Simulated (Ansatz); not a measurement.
Rows from a G0W0 calculation on Bi2Te3 (quintuple layer) (Ansatz 0.2.0; G0W0 on PBE, plane waves, PAW; PAW set soft_1; 6×6×1 mesh, 127 empty bands, screening to 19.5 eV, PAW set soft_1 files), in eV. Spin-orbit coupling is left out.

```
row                      k  band   start       Σx  Σc at the solution      Vxc
  A  (0.000, 0.167, 0.000)    c1  -4.021   -9.776              -2.396  -12.847
  B                      Γ    v1  -5.719  -15.174               1.735  -13.700
  C  (0.000, 0.167, 0.000)    v1  -5.478  -15.002               1.533  -13.798
  D  (0.000, 0.167, 0.000)    c2  -3.513  -10.314              -2.314  -13.355
  E                      Γ    c2  -3.853  -10.150              -2.200  -13.036
  F                      Γ    c1  -4.486   -9.497              -2.461  -12.595
```

**Question.** Give the quasiparticle energies and the shift of each level.

The quasiparticle equation reads E = start + Σx + Σc(E) − Vxc.

```
row  E (eV)  shift (eV)
  A  -3.346      +0.675
  B  -5.457      +0.261
  C  -5.149      +0.329
  D  -2.787      +0.726
  E  -3.167      +0.685
  F  -3.849      +0.637
```

The gap over the computed points goes from 0.99 eV to 1.30 eV.

Limits: not at the basis limit; coarse mesh for a sheet; no spin-orbit coupling.

[Paths, hosts, dates, memory and timing lines, banners, echoed tables and standing remarks are left out of the program output.]

[Logs are printed without paths, hosts, clocks, repeated set-up lines and the standing remarks that a program may print on its own settings, such as how far it seeks lower states.]

[Runs of the session that timed out or met a known fault of the program may be left out.]

[Cells called generated may have been cut or substituted from an entry of the Crystallography Open Database or the Materials Project.]

[Hosts, paths, dates, database ids (printed as entryN), source tags and the programs' standing remarks are cut or masked in the printed files.]
